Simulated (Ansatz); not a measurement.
Planning a GW calculation on CsSnI3 (Pm-3m).

```cif
data_structure
_symmetry_space_group_name_H-M 'P 1'
_symmetry_Int_Tables_number 1
_cell_length_a 6.2862
_cell_length_b 6.2862
_cell_length_c 6.2862
_cell_angle_alpha 90.000
_cell_angle_beta 90.000
_cell_angle_gamma 90.000
_cell_volume 248.41
loop_
_atom_site_label
_atom_site_type_symbol
_atom_site_fract_x
_atom_site_fract_y
_atom_site_fract_z
_atom_site_occupancy
Cs1 Cs 0.50000 0.50000 0.50000 1
Sn2 Sn 0.00000 0.00000 0.00000 1
I3 I 0.50000 0.00000 0.00000 1
I4 I 0.00000 0.00000 0.50000 1
I5 I 0.00000 0.50000 0.00000 1
```

The cell and positions are those that the Materials Project relaxed with its own functionals (PBE, PBE+U or r2SCAN), kept fixed. Spin-orbit coupling is left out unless a run names it.

Runs so far (Ansatz 0.2.0, start PBE, PAW set soft_1 files, 2×2×2 mesh). Times are wall times on 1 × NVIDIA H100 80GB HBM3 (shared by 6 runs) with 3 threads of AMD EPYC 7R13 (Zen 3), shared host, good to a factor of about two.

```csv
bands summed,cutoff (eV),gap on the mesh (eV),time
236,50,0.729,7.8 s
601,100,0.918,10 s
1073,150,0.975,17 s
```

Q: What should the next rung give, with 1877 bands and screening to 220 eV, and where is the limit?

The error falls about as one over the bands when the cutoff rises with them. A line through the two highest rungs given predicts 1.006 eV; the run gave 1.018 eV, close to it. The two highest rungs put the limit near 1.076 eV, the pair below near 1.047 eV; their difference is a rough measure of what is unsettled in bands and cutoff; the mesh is a separate error.

Gaps are over the mesh's points; an edge off the mesh would be missed. Limits: not at the basis limit; screening runs away on this mesh; no spin-orbit coupling; coarse k mesh.

[Paths, hosts, dates, memory and timing lines, banners, echoed tables and standing remarks are left out of the program output.]

[Logs are printed without paths, hosts, clocks, repeated set-up lines and the standing remarks that a program may print on its own settings, such as how far it seeks lower states.]

[Runs of the session that timed out or met a known fault of the program may be left out.]

[Cells called generated may have been cut or substituted from an entry of the Crystallography Open Database or the Materials Project.]

[Hosts, paths, dates, database ids (printed as entryN), source tags and the programs' standing remarks are cut or masked in the printed files.]
